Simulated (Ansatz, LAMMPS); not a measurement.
# A frame of liquid 80SiO2-10Al2O3-5CaO-5Na2O (mol %) from 3000 K (126 atoms): geometry optimisation, part 3 of 3

Wanted: the relaxed structure of a frame of liquid 80SiO2-10Al2O3-5CaO-5Na2O (mol %) from 3000 K (126 atoms) and its electronic structure.

Ansatz 0.2.0; Kohn-Sham DFT, PBE, PAW (set soft_2), plane waves.

The cell: 32 Si, 8 Al, 2 Ca, 4 Na and 80 O. The network of bonds at the start is that of the classical potential that made the cell. The Brillouin zone is sampled at Γ only, in a cell whose shortest periodic width is 12 Å.

So far, density (g/cm³): step 5 (local order after relaxation) 2.39.

## Step 6: Single point at the relaxed geometry

One more single point at the end of the walk gives the fuller output and checks the residual forces.

The input, input.yaml:

```yaml
crystal:
  lattice:
    - [12.1198, 0.0, 0.0]
    - [0.0, 12.1198, 0.0]
    - [0.0, 0.0, 12.1198]
  atoms:
    - { symbol: Si, position: [0.17685, 0.45162, 0.66224] }
    - { symbol: Si, position: [0.57191, 0.04038, 0.59413] }
    - { symbol: Si, position: [0.11966, 0.2804, 0.30704] }
    - { symbol: Si, position: [0.45893, 0.79158, 0.89795] }
    - { symbol: Si, position: [0.98056, 0.33144, 0.53426] }
    - { symbol: Si, position: [0.84944, 0.63203, 0.64809] }
    - { symbol: Si, position: [0.31242, 0.1152, 0.25903] }
    - { symbol: Si, position: [0.35401, 0.31936, 0.53506] }
    - { symbol: Si, position: [0.50072, 0.74663, 0.15237] }
    - { symbol: Si, position: [0.56246, 0.83857, 0.48109] }
    - { symbol: Si, position: [0.5594, 0.36932, 0.68395] }
    - { symbol: Si, position: [0.09669, 0.66354, 0.56623] }
    - { symbol: Si, position: [0.01593, 0.57811, 0.98124] }
    - { symbol: Si, position: [0.76114, 0.06732, 0.76661] }
    - { symbol: Si, position: [0.56408, 0.12022, 0.34376] }
    - { symbol: Si, position: [0.66007, 0.94369, 0.16642] }
    - { symbol: Si, position: [0.27289, 0.97876, 0.85833] }
    - { symbol: Si, position: [0.00281, 0.90674, 0.30333] }
    - { symbol: Si, position: [0.90252, 0.25745, 0.15785] }
    - { symbol: Si, position: [0.09359, 0.72387, 0.15937] }
    - { symbol: Si, position: [0.90812, 0.99768, 0.10599] }
    - { symbol: Si, position: [0.80913, 0.51419, 0.8614] }
    - { symbol: Si, position: [0.74496, 0.44678, 0.52224] }
    - { symbol: Si, position: [0.89025, 0.85846, 0.68774] }
    - { symbol: Si, position: [0.31952, 0.07723, 0.61989] }
    - { symbol: Si, position: [0.23177, 0.66259, 0.35635] }
    - { symbol: Si, position: [0.51241, 0.4891, 0.1354] }
    - { symbol: Si, position: [0.31219, 0.19292, 0.00492] }
    - { symbol: Si, position: [0.32127, 0.43642, 0.31193] }
    - { symbol: Si, position: [0.60155, 0.98553, 0.92404] }
    - { symbol: Si, position: [0.13059, 0.35421, 0.89118] }
    - { symbol: Si, position: [0.54008, 0.2177, 0.89989] }
    [... 88 atom lines left out ...]
    - { symbol: O, position: [0.68037, 0.37484, 0.61795] }
    - { symbol: O, position: [0.87655, 0.55011, 0.75031] }
    - { symbol: O, position: [0.16508, 0.58691, 0.65765] }
    - { symbol: O, position: [0.81718, 0.37571, 0.83818] }
    - { symbol: O, position: [0.59625, 0.99, 0.05617] }
    - { symbol: O, position: [0.43029, 0.13309, 0.32321] }
kpoints:
  mp_grid: { grid: [1, 1, 1] }
hamiltonian:
  xc: pbe
scf:
  occupations: { method: fixed }
output:
  forces: true
  stress: true
  populations: true
  dos:
    method: { smearing: { sigma: 0.15 } }
    de: 0.1
    projected: { site_lists: { Al: [Al], Ca: [Ca], Na: [Na], O: [O], Si: [Si] } }
  eigenvalues: true
  write_density: true
  write_potential: true
  volumetric_format: npy
  elf: true
```

Launch:

```console
> ansatz run input.yaml --threads 4 --pin off --max-ram 8192MiB --backend cpu --events-out ev --progress --plain --runs-dir out
```

Numbers of over 12 decimals in the logs are rounded to 6 here.

The log of the run:

```text
[...]
Crystal: 126 atoms, lattice volume = 1780.272 Å³
Basis set: ecut = 420 eV, 34889 PW (Γ), exchange–correlation on 180×180×180 points (8 copies of the dense FFT grid, shifted against one another)
Bands: 470, of which v1, the nominal top of the filled ones, is band 344 counted from 1 (343 counted from 0)
Symmetry: 1 space group operations
[...]
k-points: 1
[...]
SCF iter   1: F=—  HF=-79762.349075 eV  |F-HF|=—  |Δ(HF+E_count)|=         —  Δρ=1.90e-3  dr2=1.04e-1  ethr=1.77e-3  ⟨swp⟩=5.0  Hψ=1855  notcnv=0  defer=123
[...]
SCF iter   9: F=-79762.352158 eV  HF=-79762.352158 eV  |F-HF|=8.59e-9  |Δ(HF+E_count)|=   7.91e-8  Δρ=1.83e-6  dr2=5.64e-8  ethr=1.45e-11  ⟨swp⟩=23.0  Hψ=4871  notcnv=0
SCF 1 converged in 9 iterations: F = -79762.352158 eV  dr2 = 5.64e-8
[...]
WARN: The input density's exchange-correlation potential varies sharply where the density is thin. Do not read a vacuum level from v_tot or v_xc, or from such a field of the output density. On a cell that repeats whose density bears no net charge and no dipole along the vacuum's axis use v_es (v_loc + v_h of the components); [...]
SCF converged after 9 iterations
Free energy (F): -79762.352158 eV
[...]
Internal energy: -79762.352158 eV  (E = F + TS)
E sigma→0 (E₀):  -79762.352158 eV
Fermi energy:    3.505261 eV
[...]
--- Forces (eV/Å), atoms counted from 1 ---
  atom   1  Si     0.00018039    -0.01001939    -0.00331936
  atom   2  Si     0.00116917    -0.00699299     0.00606619
  atom   3  Si    -0.00134492    -0.01629380    -0.00858148
  atom   4  Si    -0.01290076     0.01077822     0.00697019
  atom   5  Si    -0.00793753    -0.01076902    -0.00515598
  atom   6  Si    -0.00951375    -0.00584467    -0.00662155
  atom   7  Si     0.00270670    -0.00627489    -0.00513110
  atom   8  Si    -0.00046118    -0.00955416    -0.00036427
  atom   9  Si     0.01009261     0.00755015     0.00791609
  atom  10  Si    -0.00011822     0.02137867    -0.01176118
  atom  11  Si    -0.00192063    -0.01391128     0.01557866
  atom  12  Si     0.00406258     0.01267545    -0.00178362
  atom  13  Si     0.00248293     0.00440069    -0.00103577
  atom  14  Si    -0.01019798     0.00183926     0.02162064
[...]
atom 125  O     -0.00003426     0.00323760    -0.00680364
  atom 126  O     -0.00219089    -0.00010400     0.00329781
  max |Σ_I F_I| component: 1.02e-4 eV/Å
--- Stress (GPa, compression-positive) ---
       -0.075443       0.250966      -0.355683
        0.250965      -0.608017      -0.695813
       -0.355678      -0.695809      -0.868158
  P = ⅓ Tr σ = -0.5172 GPa (-5.172 kbar)
--- Band table (eV) ---
[...]
--- Löwdin populations: 126 sites ---
  site symbol       q [e]
     0     Si      2.2199
     1     Si      2.2349
     2     Si      2.2359
[...]
125      O      6.7880
  spilling = 0.012276 (of n_electrons = 688.000000)
```

Run time: 43 s. Hardware: 4 threads of Arm Neoverse V2, shared host; peak memory 2.6 GiB.

The program notes that the exchange-correlation potential is rough where the density is thin.

Numbers from this run:

```yaml
free_energy: -79762.3522 eV
free_energy_per_atom: -633.0345 eV/atom
scf_cycles: 9
pressure: -0.5172 GPa
r_m_s_force_component: 0.00852 eV/Å
longest_force: 0.04573 eV/Å
fermi_energy: 3.505 eV
spacing_of_highest_filled_and_lowest_empty_level: 3.014 eV
spilling_of_the_projection: 0.01228
```

Löwdin charges by element (they lack the spilled electrons, 0.067 e an atom on average):

| element | coordination | atoms | mean charge (e) | spread | least | most |
| --- | --- | --- | --- | --- | --- | --- |
| Al | all | 8 | 1.34 | 0.0566 | 1.23 | 1.40 |
| Ca | all | 2 | 1.83 | 0.0154 | 1.82 | 1.85 |
| Na | all | 4 | 0.844 | 0.0134 | 0.829 | 0.858 |
| O | all | 80 | -0.816 | 0.0495 | -1.09 | -0.765 |
| Si | all | 32 | 1.75 | 0.0321 | 1.63 | 1.79 |

Density of states as counts of states in windows of 1 eV (from the Fermi level), total and the larger projections:

| from (eV) | to (eV) | total | O p | Si p |
| --- | --- | --- | --- | --- |
| -14 | -11 | 0.0 | 0.0 | 0.0 |
| -11 | -10 | 9.0 | 6.0 | 0.3 |
| -10 | -9 | 17.2 | 11.5 | 1.0 |
| -9 | -8 | 19.7 | 13.8 | 1.8 |
| -8 | -7 | 29.6 | 22.0 | 4.4 |
| -7 | -6 | 45.0 | 34.7 | 7.1 |
| -6 | -5 | 43.9 | 34.9 | 4.7 |
| -5 | -4 | 64.6 | 55.0 | 4.5 |
| -4 | -3 | 87.7 | 80.3 | 3.0 |
| -3 | -2 | 95.4 | 90.0 | 1.9 |
| -2 | -1 | 54.7 | 52.4 | 0.6 |
| -1 | 0 | 11.0 | 10.4 | 0.1 |
| 0 | 1 | 2.0 | 1.9 | 0.0 |
| 1 | 2 | 0.0 | 0.0 | 0.0 |
| 2 | 3 | 0.6 | 0.0 | 0.0 |
| 3 | 4 | 1.5 | 0.1 | 0.0 |
| 4 | 5 | 14.9 | 1.2 | 1.4 |

With fixed occupations the program's Fermi level is the highest filled level; weight inside the gap is the broadening of levels at its edges.

Between -26 and -14 eV lie 196 more states.

The levels nearest the highest filled one (over half full), pooled over k-points and spins:

| level less the highest filled one (eV) | occupation |
| --- | --- |
| -0.967 | 2 |
| -0.900 | 2 |
| -0.863 | 2 |
| -0.499 | 2 |
| -0.0671 | 2 |
| 0 | 2 |
| 3.01 | 0 |
| 4.12 | 0 |
| 4.27 | 0 |
| 4.47 | 0 |
| 4.58 | 0 |
| 4.62 | 0 |

Electrostatic potential energy in the ab plane at fractional z = 0.312, with atoms of Si and Al and Na and O within 0.2 Å of it. With pseudopotentials it is smooth inside the atoms' cores, unlike the true potential.

Ten even steps from '0' (-43 eV) to '9' (10 eV), each cell a mean:
```
4689999997688889999999999999987875
0158999998766668999999999999843540
0058999998667757999999999999976740
4578999998666668999999999999999875
6789999999876789999999999999999998
6799999888999999999999999999999999
9999987667899999999887778999999999
9999985214789999999864347899999999
7899985224799999999863126899998645
5899988777889999999876567899997200
6899999988778999999988888999998412
8999999987667899999999999999998888
9999999874002689999999999999999999
9999963452000589999998777899999999
9998831155214789999987565689999999
9875455688878999999986676689999999
9730005899999999999986666788899999
9730005899999999999721378999999999
9864343369999999999610389999999999
9988850027778755786545899999999999
9999984355346300451016899999999999
9999999986336533651026899999999999
9999999998778999986655899999999999
8999999998789999999865799999999998
```
Columns run along a (12.1 Å; values clipped at the 3rd and 97th percentile), rows up along b (12.1 Å). Atoms in or near the plane, at fractional coordinates: Si at (0.12, 0.28), Si at (0.00, 0.91), Si at (0.32, 0.44), Al at (0.37, 0.88), Na at (0.96, 0.59), O at (0.62, 0.24), O at (0.21, 0.18), O at (0.43, 0.13).

ELF in the ab plane at fractional z = 0.312, with atoms of Si and Al and Na and O within 0.2 Å of it. It is the smooth field of the valence electrons, not physical close to the nuclei.

Ten even steps from '0' (0.00) to '9' (0.85), each cell a mean:
```
1234300389997201000478741004899752
1256410157873013310011100015999972
2133210001200002210000000004899861
6641000122100121100000011001355323
9974000244213674100000000000100037
9984001123113786300000000024420038
8851023322101454100013430157763015
1100147641100010000059994158873000
2000136522443100000179996137741355
6100012236888510000036873013303635
5100000137998510000000110000002666
1000000026885200000000122200000233
0002566542221221000000245410000000
0004899996121221000001255310000000
0003897897222210000000011113442000
0112699863234310000122000268885100
1211235310023210004789740379996100
1211235542000000016987983158884000
1111599887201355215976984014542000
0002797489426899843799862000110000
0001699898338956982134310000000000
0000256543126988962256421000000000
0000000125642356423899974000011000
1101000378974100003799984001455211
```
Columns run along a (12.1 Å), rows up along b (12.1 Å). Atoms in or near the plane, at fractional coordinates: Si at (0.12, 0.28), Si at (0.00, 0.91), Si at (0.32, 0.44), Al at (0.37, 0.88), Na at (0.96, 0.59), O at (0.62, 0.24), O at (0.21, 0.18), O at (0.43, 0.13).

Mean Löwdin charges: Al +1.34, Ca +1.83, Na +0.84, O -0.82, Si +1.75 e (they miss 1.2 % of the electrons, so they add up to more than the cell's charge).

A closer look about Al37, picked at random: 17 atoms, nearest first, numbered in the order of the input, with positions taken from that point.

| atom | x | y | z | distance (Å) | bonds | Löwdin charge (e) |
| --- | --- | --- | --- | --- | --- | --- |
| Al37 | 0.00 | 0.00 | 0.00 | 0.00 | 4 | 1.38 |
| O48 | 0.48 | -1.25 | -1.07 | 1.71 | 2 | -0.85 |
| O62 | 1.24 | 0.38 | 1.13 | 1.72 | 2 | -0.85 |
| O104 | -0.87 | 1.29 | -0.79 | 1.74 | 2 | -0.82 |
| O57 | -1.20 | -1.08 | 0.94 | 1.87 | 3 | -0.80 |
| Al39 | -2.20 | 0.05 | 2.01 | 2.98 | 4 | 1.37 |
| Si7 | -0.64 | 2.88 | -0.79 | 3.06 | 4 | 1.77 |
| Si9 | 1.64 | -1.58 | -2.08 | 3.09 | 4 | 1.74 |
| Si26 | -1.62 | -2.60 | 0.39 | 3.09 | 4 | 1.76 |
| Si10 | 2.39 | -0.47 | 1.90 | 3.09 | 4 | 1.63 |
| O56 | -1.19 | 1.30 | 2.64 | 3.17 | 2 | -0.83 |
| O126 | 0.79 | 3.10 | -0.01 | 3.20 | 2 | -0.79 |
| O115 | -2.04 | -2.54 | -1.17 | 3.47 | 2 | -0.77 |
| O73 | 2.08 | -2.04 | 2.06 | 3.57 | 3 | -0.99 |
| O111 | 3.03 | -0.75 | -1.73 | 3.57 | 2 | -0.80 |
| O103 | -3.37 | 0.75 | 0.94 | 3.58 | 3 | -0.85 |
| O69 | 3.11 | 1.80 | -0.73 | 3.67 | 2 | -0.78 |

The column of bonds counts only the pairs O-Si within 2.08 Å, O-Al within 2.38 Å, O-Na within 2.93 Å, O-Ca within 2.88 Å; other neighbours, such as metal atoms beside each other in a compound, aren't counted, and periodic images can show an atom twice.

## Step 7: Results

* energy change in the relaxation: -490.2 meV/atom
* r.m.s. displacement: 0.784 Å
* largest displacement: 2.894 Å
* free energy per atom: -633.0345 eV/atom
* pressure: -0.5172 GPa
* r.m.s. force component: 0.00852 eV/Å
* gap (highest filled to lowest empty level): 3.014 eV
* wall time of the 3 DFT runs: 15 min

What this shows: Relaxation lowers the energy by 490 meV/atom and moves atoms by 0.78 Å r.m.s.; the r.m.s. force component goes from 3.1 to 0.0085 eV/Å, the pressure goes from 2.8 to -0.52 GPa. First to last step the energy falls by 61.762 eV; the largest move, 2.89 Å, is that of Na46. The O-Al bonds change most in mean length: from 1.888 Å (spread 0.197) to 1.799 Å (spread 0.076), and their number from 35 to 33. 94 % of the oxygens bridge two formers (Si and Al) and 2 % are non-bridging; 4 % join three. The highest filled and lowest empty levels differ by 3.01 eV (at Γ alone); a semilocal functional tends to put such gaps too low. In a disordered cell it changes from sample to sample and from frame to frame.

**Limits.** The starting topology of bonds comes from the classical model; in DFT atoms moved by 0.78 Å r.m.s.

[Logs are printed without paths, hosts, clocks, repeated set-up lines and the standing remarks that a program may print on its own settings, such as how far it seeks lower states.]

[Hosts, paths, dates, database ids (printed as entryN), source tags and the programs' standing remarks are cut or masked in the printed files.]
